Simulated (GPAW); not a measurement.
**Collinear magnetic orders of NiO with GPAW**

Wanted: the moments of NiO and the energy of each order that was tried.

Main program and level: GPAW 26.7.0; LDA with U = 4.8 eV on Ni d; plane waves with GPAW's PAW setups, scalar-relativistic.

## Step 1: The structure

It takes space group Fm-3m (No. 225, cubic). Conventional cell: a = 4.172 Å, b = 4.172 Å, c = 4.172 Å, α = 90.00°, β = 90.00°, γ = 90.00°. Nearest to Ni lie 6 O at 2.09 Å. Nearest to O lie 6 Ni at 2.09 Å. Farther neighbours and most contacts between anions are not listed.

## Step 2: Start 1: ferro +

Parallel moments need no larger cell; this start tests for a ferromagnetic state only. A Hubbard term is added for the open shell, as is usual where its electrons are localised.

The input, order1.py:

```python
import json
import numpy as np
from ase import Atoms
from ase.parallel import paropen, parprint
from gpaw import GPAW

atoms = Atoms(['Ni', 'O'],
    cell=[[0.0, 2.08590164, 2.08590164],
         [2.08590164, 0.0, 2.08590164],
         [2.08590164, 2.08590164, 0.0]],
    scaled_positions=[[0.0, 0.0, 0.0],
         [0.5, 0.5, 0.5]],
    pbc=True,
    magmoms=[2.0, 0.0])
atoms.calc = GPAW(mode={'name': 'pw', 'ecut': 840.0},
    xc='LDA',
    kpts={'size': (8, 8, 8), 'gamma': True},
    occupations={'name': 'marzari-vanderbilt', 'width': 0.1},
    convergence={'density': 1e-05, 'energy': 1e-05},
    maxiter=200,
    setups={'Ni': ':d,4.8'},
    txt='order1.txt')
e = atoms.get_potential_energy(force_consistent=True)
res = {'free_energy': e, 'energy_sigma0': atoms.get_potential_energy(), 'fermi_energy': atoms.calc.get_fermi_level()}
res['moments'] = atoms.get_magnetic_moments().tolist()
res['total'] = atoms.get_magnetic_moment()
parprint('site moments (muB):', np.round(res['moments'], 3))
parprint(f"total moment: {res['total']:.3f} muB")
parprint(f'free energy: {e:.6f} eV')
atoms.calc.write('order1.gpw')
with paropen('results.json', 'w') as f:
    json.dump(res, f)
```

The run is started by

```sh
OMP_NUM_THREADS=1 python3 order1.py > order1.log
```

Log:

```text
site moments (muB): [1.741 0.18 ]
total moment: 2.000 muB
free energy: -14.303218 eV

--- order1.txt ---
Input parameters:
  mode=PW(ecut=840.0),
  convergence={'density': 1e-05, 'energy': 1e-05},
  kpts=MonkhorstPack(size=(8, 8, 8), gamma=True),
  maxiter=200,
  occupations=Occupations(name='marzari-vanderbilt', width=0.1),
  setups={'Ni': ':d,4.8'},
  xc=XC(name='LDA')

Diagonalizing LCAO Hamiltonian
Converting LCAO to pw mode

              O

       Ni

Atoms  # Å, Bohr magnetons
|   | symbol |        x |        y |        z |    initial magnetic moments |
|---|--------|----------|----------|----------|-----------------------------|
| 0 |     Ni | 0.000000 | 0.000000 | 0.000000 | ( 0.0000,  0.0000,  2.0000) |
| 1 |      O | 2.085902 | 2.085902 | 2.085902 | ( 0.0000,  0.0000,  0.0000) |

Unit cell  # Å
| periodic |        x |        y |        z |  lengths |    angles |
|----------|----------|----------|----------|----------|-----------|
|      yes | 0.000000 | 2.085902 | 2.085902 | 2.949910 | 60.000000 |
|      yes | 2.085902 | 0.000000 | 2.085902 | 2.949910 | 60.000000 |
|      yes | 2.085902 | 2.085902 | 0.000000 | 2.949910 | 60.000000 |

Number of symmetries: 48

BZ-sampling:
  Number of BZ points: 512
  Number of IBZ points: 29

  Monkhorst-Pack size: [8, 8, 8]
  Monkhorst-Pack shift: [0.0625, 0.0625, 0.0625]

K-points  # in reciprocal-cell coordinates
|     |                                coordinates |     weight |
|-----|--------------------------------------------|------------|
|   0 | (  0.00000000,   0.00000000,   0.00000000) | 0.00195312 |
|   1 | (  0.12500000,   0.12500000,   0.00000000) | 0.01171875 |
|   2 | (  0.12500000,   0.12500000,   0.12500000) | 0.01562500 |
|   3 | (  0.25000000,   0.12500000,   0.12500000) | 0.02343750 |
|   4 | (  0.25000000,   0.25000000,   0.00000000) | 0.01171875 |
|   5 | (  0.25000000,   0.25000000,   0.12500000) | 0.04687500 |
|   6 | (  0.25000000,   0.25000000,   0.25000000) | 0.01562500 |
|   7 | (  0.37500000,   0.25000000,  -0.37500000) | 0.04687500 |
|   8 | (  0.37500000,   0.25000000,   0.12500000) | 0.04687500 |
|   9 | (  0.37500000,   0.25000000,   0.25000000) | 0.04687500 |
| ... |                                            |            |
|  28 | (  0.50000000,   0.50000000,   0.50000000) | 0.00781250 |

Plane wave coefficients: 1018
Cutoff: 840.0 eV

Spin-components: 2 (collinear spins)
Bands:           16
Projectors:      11
Spin-degeneracy: 1
Datatype:        complex128

Parallelization:
  kpt:    1
  domain: 1
  band:   1

Density:
  Valence electrons: 22.0
  Components: 2
  Grid points: [20 20 20]
  Charge: 0.0  # |e|

Potential:
  Grid points: [20 20 20]

species:
  Ni:
    name:    Nickel
    Z:       28.0
    valence: 16
    core:    12
    charge:  0.0  # [|e|]
    Hubbard: {U: 4.8,  # eV
              l: 2,
              scale: True}
    compensation charges:
      type: gauss
      rc: 0.36  # [Å]
      lmax: 2
    cutoffs:
      filter: 2.14  # [Å]
      core: 1.98  # [Å]
    projectors
    | kind |    occ | energy [eV] | rcut [Å] |
    |------|--------|-------------|----------|
    |   4s |  2.000 |      -5.858 |    1.164 |
    |   3p |  6.000 |     -71.266 |    1.207 |
    |   4p |  0.000 |      -1.338 |    1.207 |
    |   3d |  8.000 |      -9.141 |    1.138 |
    |    s |        |      21.353 |    1.164 |
    |    d |        |      18.071 |    1.138 |

    Using partial waves for Ni as LCAO basis

  O:
    name:    Oxygen
    Z:       8.0
    valence: 6
    core:    2
    charge:  0.0  # [|e|]
    compensation charges:
      type: gauss
      rc: 0.21  # [Å]
      lmax: 2
    cutoffs:
      filter: 1.17  # [Å]
      core: 0.83  # [Å]
    projectors
    | kind |    occ | energy [eV] | rcut [Å] |
    |------|--------|-------------|----------|
    |   2s |  2.000 |     -23.752 |    0.688 |
    |   2p |  4.000 |      -9.195 |    0.598 |
    |    s |        |       3.459 |    0.688 |
    |    p |        |      18.016 |    0.598 |
    |    d |        |       0.000 |    0.619 |

    Using partial waves for O as LCAO basis

Reference energy: -43328.503938  # eV

eigensolver:
  PPCG
  Converge bands: occupied
  niter=2

density mixing:
  MSR1-Mixer
  Pratt-step length: 0.05
  Maximum mixing coefficient: 0.75
  Old densities: 10
  SVD Regularization: 0.005
  Good broyden scale: 1.0
  Trust region scale: 1.0
  Backstep threshold: 4.0
  History deletion threshold: 6.0
  Fourier metric: weight=20.0, sigma=0.015

occupation numbers:
  Marzari-Vanderbilt:
    width: 0.1000  # eV

poisson solver:
  ecut: 6720.0  # eV

xc functional:
  name: None

convergence criteria:
- Maximum integral of absolute [dens]ity change: 1e-05 electrons / valence electron
- Maximum [total energy] change in last 3 cyles: 1e-05 eV / valence electron
- Maximum integral of absolute [eigenst]ate change: 4e-08 eV^2 / valence electron
maximum number of iterations: 200

SCF iterations
|iter     |      energy | eigst |  dens |  magmom |
|---------|-------------|-------|-------|---------|
|iter:   1|       0s |  -12.825450 | +0.42 |       |  +2.0007|
|iter:   2|       1s |  -12.788008 | -1.74 | -1.05 |  +2.0006|
|iter:   3|       2s |  -14.113339 | -1.73 | -1.08 |  +2.0003|
|iter:   4|       4s |  -14.252216 | -1.95 | -1.53 |  +2.0002|
|iter:   5|       5s |  -14.290651 | -3.65 | -1.90 |  +2.0001|
|iter:   6|       6s |  -14.302952 | -3.49 | -2.23 |  +2.0000|
|iter:   7|       8s |  -14.303204 | -5.42 | -2.85 |  +2.0000|
|iter:   8|       9s |  -14.303214 | -6.09 | -3.28 |  +2.0000|
|iter:   9|      10s |  -14.303217c| -7.37 | -4.27 |  +2.0000|
|iter:  10|      12s |  -14.303218c| -8.09c| -4.58 |  +2.0000|
|iter:  11|      12s |  -14.303218c| -8.08c| -5.10c|  +2.0000|

Converged in 11 steps
Energy contributions relative to reference atoms: (reference = -43328.503938)

Energy contributions:
  Kinetic:          30.212429
  Coulomb:         -25.151775
  Zero:              0.166391
  External:          0.000000
  Xc:              -19.531076
  Entropy:           0.000813
  Spinorbit:         0.000000
  ----------------------------
  Free energy:     -14.303218
  Extrapolated:    -14.303218

dipole moment: (-8.453677, -8.453677, -8.453677)  # |e|*Ang

Total magnetic moment: (0.000000, 0.000000, 2.000000)

Local magnetic moments
|        x |        y |        z |
|----------|----------|----------|
| 0.000000 | 0.000000 | 1.741015 |  # Ni   0
| 0.000000 | 0.000000 | 0.179925 |  # O    1

Fermi level: 7.122
Eigenvalues  # (at kpt = [0.000, 0.000, 0.000])
| band index |      eig [eV] | occ [0-1] |      eig [eV] | occ [0-1] |
|------------|---------------|-----------|---------------|-----------|
|          0 |       -56.805 |     1.000 |       -54.798 |     1.000 |
|        ... |               |           |               |           |
|          3 |       -12.236 |     1.000 |       -11.855 |     1.000 |
|          4 |         1.794 |     1.000 |         3.766 |     1.000 |
|          5 |         1.794 |     1.000 |         3.766 |     1.000 |
|          6 |         2.537 |     1.000 |         3.766 |     1.000 |
|          7 |         2.537 |     1.000 |         5.404 |     1.000 |
|          8 |         2.537 |     1.000 |         5.404 |     1.000 |
|          9 |         4.962 |     1.000 |         5.404 |     1.000 |
|         10 |         4.962 |     1.000 |         8.539 |     0.000 |
|         11 |         4.962 |     1.000 |         8.539 |     0.000 |
|         12 |         9.195 |     0.000 |         9.567 |     0.000 |
|         13 |        25.609 |     0.000 |        25.999 |     0.000 |
|         14 |        25.609 |     0.000 |        25.999 |     0.000 |
|         15 |        25.609 |     0.000 |        25.999 |     0.000 |

Gap: 1.459 eV
Transition (v -> c):
  (s=0, k=28, n=11, [0.50, 0.50, 0.50]) -> (s=1, k=0, n=10, [0.00, 0.00, 0.00])
Direct/indirect transitions are different
Direct gap: 2.436 eV
Transition at: (s=0->1, k=17, n=11, [0.50, 0.25, 0.25])
```

It took 19 s on 1 MPI rank of Arm Neoverse V1, shared host; peak memory 0.16 GiB.

This step gave:

| Item | Value |
| --- | --- |
| magnetization | 2 μB |
| final state | ferromagnetic |
| largest moment | 1.741 μB |

After 11 cycles the largest moment stands at 1.74 μB.

## Step 3: Order 2, typed as antiferro q=(0,1/2,1/2) +-

Another pattern of signs weighs the neighbour shells otherwise.

The cell is doubled to 4 atoms to hold this order. Its mesh is chosen so that both cells sample the same points.

The input, order2.py:

```python
import json
import numpy as np
from ase import Atoms
from ase.parallel import paropen, parprint
from gpaw import GPAW

atoms = Atoms(['Ni', 'Ni', 'O', 'O'],
    cell=[[0.0, 2.08590164, 2.08590164],
         [4.17180328, 0.0, 4.17180328],
         [4.17180328, 2.08590164, 2.08590164]],
    scaled_positions=[[0.0, 0.0, 0.0],
         [0.0, 0.5, 0.0],
         [0.5, 0.0, 0.5],
         [0.5, 0.5, 0.5]],
    pbc=True,
    magmoms=[2.0, -2.0, 0.0, 0.0])
atoms.calc = GPAW(mode={'name': 'pw', 'ecut': 840.0},
    xc='LDA',
    kpts={'size': (8, 4, 8), 'gamma': True},
    occupations={'name': 'marzari-vanderbilt', 'width': 0.1},
    convergence={'density': 1e-05, 'energy': 1e-05},
    maxiter=200,
    setups={'Ni': ':d,4.8'},
    txt='order2.txt')
e = atoms.get_potential_energy(force_consistent=True)
res = {'free_energy': e, 'energy_sigma0': atoms.get_potential_energy(), 'fermi_energy': atoms.calc.get_fermi_level()}
res['moments'] = atoms.get_magnetic_moments().tolist()
res['total'] = atoms.get_magnetic_moment()
parprint('site moments (muB):', np.round(res['moments'], 3))
parprint(f"total moment: {res['total']:.3f} muB")
parprint(f'free energy: {e:.6f} eV')
atoms.calc.write('order2.gpw')
with paropen('results.json', 'w') as f:
    json.dump(res, f)
```

The run is started by

```sh
OMP_NUM_THREADS=1 python3 order2.py > order2.log
```

Log:

```text
UserWarning: The angles between your unit-cell vectors are 30.0, 54.7 and 60.0 degrees.  Results may be wrong!  Please Niggli-reduce your unit-cell so that the angles are closer to 90 degrees:

  from ase.build import niggli_reduce
  niggli_reduce(atoms)

UserWarning: Initial realspace grid (20,40,35) inconsistent with symmetries.
UserWarning: Using symmetrized grid: (40,40,40).

site moments (muB): [ 1.757 -1.757 -0.061  0.061]
total moment: -0.000 muB
free energy: -28.572048 eV

--- order2.txt ---
Input parameters:
  mode=PW(ecut=840.0),
  convergence={'density': 1e-05, 'energy': 1e-05},
  kpts=MonkhorstPack(size=(8, 4, 8), gamma=True),
  maxiter=200,
  occupations=Occupations(name='marzari-vanderbilt', width=0.1),
  setups={'Ni': ':d,4.8'},
  xc=XC(name='LDA')

Diagonalizing LCAO Hamiltonian
Converting LCAO to pw mode

                   O

              O

            Ni

       Ni

Atoms  # Å, Bohr magnetons
|   | symbol |        x |        y |        z |    initial magnetic moments |
|---|--------|----------|----------|----------|-----------------------------|
| 0 |     Ni | 0.000000 | 0.000000 | 0.000000 | ( 0.0000,  0.0000,  2.0000) |
| 1 |     Ni | 2.085902 | 0.000000 | 2.085902 | ( 0.0000,  0.0000, -2.0000) |
| 2 |      O | 2.085902 | 2.085902 | 2.085902 | ( 0.0000,  0.0000,  0.0000) |
| 3 |      O | 4.171803 | 2.085902 | 4.171803 | ( 0.0000,  0.0000,  0.0000) |

Unit cell  # Å
| periodic |        x |        y |        z |  lengths |    angles |
|----------|----------|----------|----------|----------|-----------|
|      yes | 0.000000 | 2.085902 | 2.085902 | 2.949910 | 30.000000 |
|      yes | 4.171803 | 0.000000 | 4.171803 | 5.899821 | 54.735610 |
|      yes | 4.171803 | 2.085902 | 2.085902 | 5.109395 | 60.000000 |

Number of symmetries: 4

BZ-sampling:
  Number of BZ points: 256
  Number of IBZ points: 78

  Monkhorst-Pack size: [8, 4, 8]
  Monkhorst-Pack shift: [0.0625, 0.125, 0.0625]

Plane wave coefficients: 2024
Cutoff: 840.0 eV

Spin-components: 2 (collinear spins)
Bands:           31
Projectors:      22
Spin-degeneracy: 1
Datatype:        complex128

Parallelization:
  kpt:    1
  domain: 1
  band:   1

Density:
  Valence electrons: 44.0
  Components: 2
  Grid points: [40 40 40]
  Charge: 0.0  # |e|

Potential:
  Grid points: [40 40 40]

[... setups left out ...]
Reference energy: -86657.007876  # eV

eigensolver:
  PPCG
  Converge bands: occupied
  niter=2

density mixing:
  MSR1-Mixer
  Pratt-step length: 0.05
  Maximum mixing coefficient: 0.75
  Old densities: 10
  SVD Regularization: 0.005
  Good broyden scale: 1.0
  Trust region scale: 1.0
  Backstep threshold: 4.0
  History deletion threshold: 6.0
  Fourier metric: weight=20.0, sigma=0.015

occupation numbers:
  Marzari-Vanderbilt:
    width: 0.1000  # eV

poisson solver:
  ecut: 6720.0  # eV

xc functional:
  name: None

convergence criteria:
- Maximum integral of absolute [dens]ity change: 1e-05 electrons / valence electron
- Maximum [total energy] change in last 3 cyles: 1e-05 eV / valence electron
- Maximum integral of absolute [eigenst]ate change: 4e-08 eV^2 / valence electron
maximum number of iterations: 200

SCF iterations
|iter     |      energy | eigst |  dens |  magmom |
|---------|-------------|-------|-------|---------|
|iter:   1|       0s |  -25.523555 | +0.43 |       |  +0.0000|
|iter:   2|      54s |  -25.509653 | -1.35 | -1.08 |  +0.0000|
|iter:   3|     108s |  -28.139939 | -1.70 | -1.12 |  -0.0000|
|iter:   4|     161s |  -28.429013 | -1.95 | -1.54 |  -0.0000|
|iter:   5|     214s |  -28.528307 | -3.72 | -1.90 |  -0.0000|
|iter:   6|     266s |  -28.570834 | -3.31 | -2.18 |  -0.0000|
|iter:   7|     318s |  -28.571863 | -5.17 | -2.86 |  -0.0000|
|iter:   8|     370s |  -28.572038 | -5.80 | -3.21 |  +0.0000|
|iter:   9|     422s |  -28.572047c| -6.93 | -3.88 |  -0.0000|
|iter:  10|     474s |  -28.572048c| -8.07c| -4.33 |  +0.0000|
|iter:  11|     497s |  -28.572048c| -8.16c| -5.07c|  -0.0000|

Converged in 11 steps
Energy contributions relative to reference atoms: (reference = -86657.007876)

Energy contributions:
  Kinetic:          60.310849
  Coulomb:         -50.186553
  Zero:              0.332843
  External:          0.000000
  Xc:              -39.030425
  Entropy:           0.001239
  Spinorbit:         0.000000
  ----------------------------
  Free energy:     -28.572048
  Extrapolated:    -28.572048

dipole moment: (-20.134221, -8.459527, -28.593751)  # |e|*Ang

Total magnetic moment: (0.000000, 0.000000, -0.000000)

Local magnetic moments
|        x |        y |         z |
|----------|----------|-----------|
| 0.000000 | 0.000000 |  1.757193 |  # Ni   0
| 0.000000 | 0.000000 | -1.757193 |  # Ni   1
| 0.000000 | 0.000000 | -0.061465 |  # O    2
| 0.000000 | 0.000000 |  0.061465 |  # O    3

Fermi level: 7.281
Eigenvalues  # (at kpt = [0.000, 0.000, 0.000])
| band index |      eig [eV] | occ [0-1] |      eig [eV] | occ [0-1] |
|------------|---------------|-----------|---------------|-----------|
|          0 |       -56.868 |     1.000 |       -56.868 |     1.000 |
|        ... |               |           |               |           |
|         14 |         3.429 |     1.000 |         3.429 |     1.000 |
|         15 |         3.774 |     1.000 |         3.774 |     1.000 |
|         16 |         3.774 |     1.000 |         3.774 |     1.000 |
|         17 |         4.421 |     1.000 |         4.421 |     1.000 |
|         18 |         4.421 |     1.000 |         4.421 |     1.000 |
|         19 |         5.202 |     1.000 |         5.202 |     1.000 |
|         20 |         5.213 |     1.000 |         5.213 |     1.000 |
|         21 |         5.213 |     1.000 |         5.213 |     1.000 |
|         22 |         8.783 |     0.000 |         8.783 |     0.000 |
|         23 |         9.097 |     0.000 |         9.097 |     0.000 |
|         24 |         9.379 |     0.000 |         9.379 |     0.000 |
|         25 |        13.693 |     0.000 |        13.693 |     0.000 |
|         26 |        18.404 |     0.000 |        18.404 |     0.000 |
|         27 |        19.227 |     0.000 |        19.227 |     0.000 |
|         28 |        24.194 |     0.000 |        24.194 |     0.000 |
|         29 |        24.194 |     0.000 |        24.194 |     0.000 |
|         30 |        25.797 |     0.000 |        25.797 |     0.000 |

Gap: 1.545 eV
Transition (v -> c):
  (s=0, k=60, n=21, [0.50, 0.00, 0.00]) -> (s=1, k=2, n=22, [0.00, 0.50, 0.50])
Direct/indirect transitions are different
Direct gap: 2.311 eV
Transition at: (s=1, k=18, n=21, [0.25, 0.00, -0.25])
```

It took 9.9 min on 1 MPI rank; peak memory 0.55 GiB.

The program warns that the cell vectors are strongly skewed. A reduced cell would be the safer input.

Spin moment in the augmentation sphere by atom:

```csv
atom,spin moment in the augmentation sphere (μB)
Ni1,1.76
Ni2,-1.76
O3,-0.06
O4,0.06
```

Numbers from this step:

- magnetization: 0 μB
- final state: antiferromagnetic

It lies 17.2 meV a seeded atom over the first start, and its largest moment is 1.76 μB against 1.74 μB.

(Continued in part 2 of 2.)

[Logs and program files are shortened in this print: banners, set-up blocks, solver, clock and traceback lines can be left out without a mark of their own.]

[Logs are printed without paths, hosts, clocks, repeated set-up lines and the standing remarks that a program may print on its own settings, such as how far it seeks lower states.]

[Hosts, paths, dates, database ids (printed as entryN), source tags and the programs' standing remarks are cut or masked in the printed files.]

[Where a cell is said to come from a database of computed structures, the database is the Materials Project.]

[Lattice constants of own cells that a recipe calls measured were typed without a cited source.]
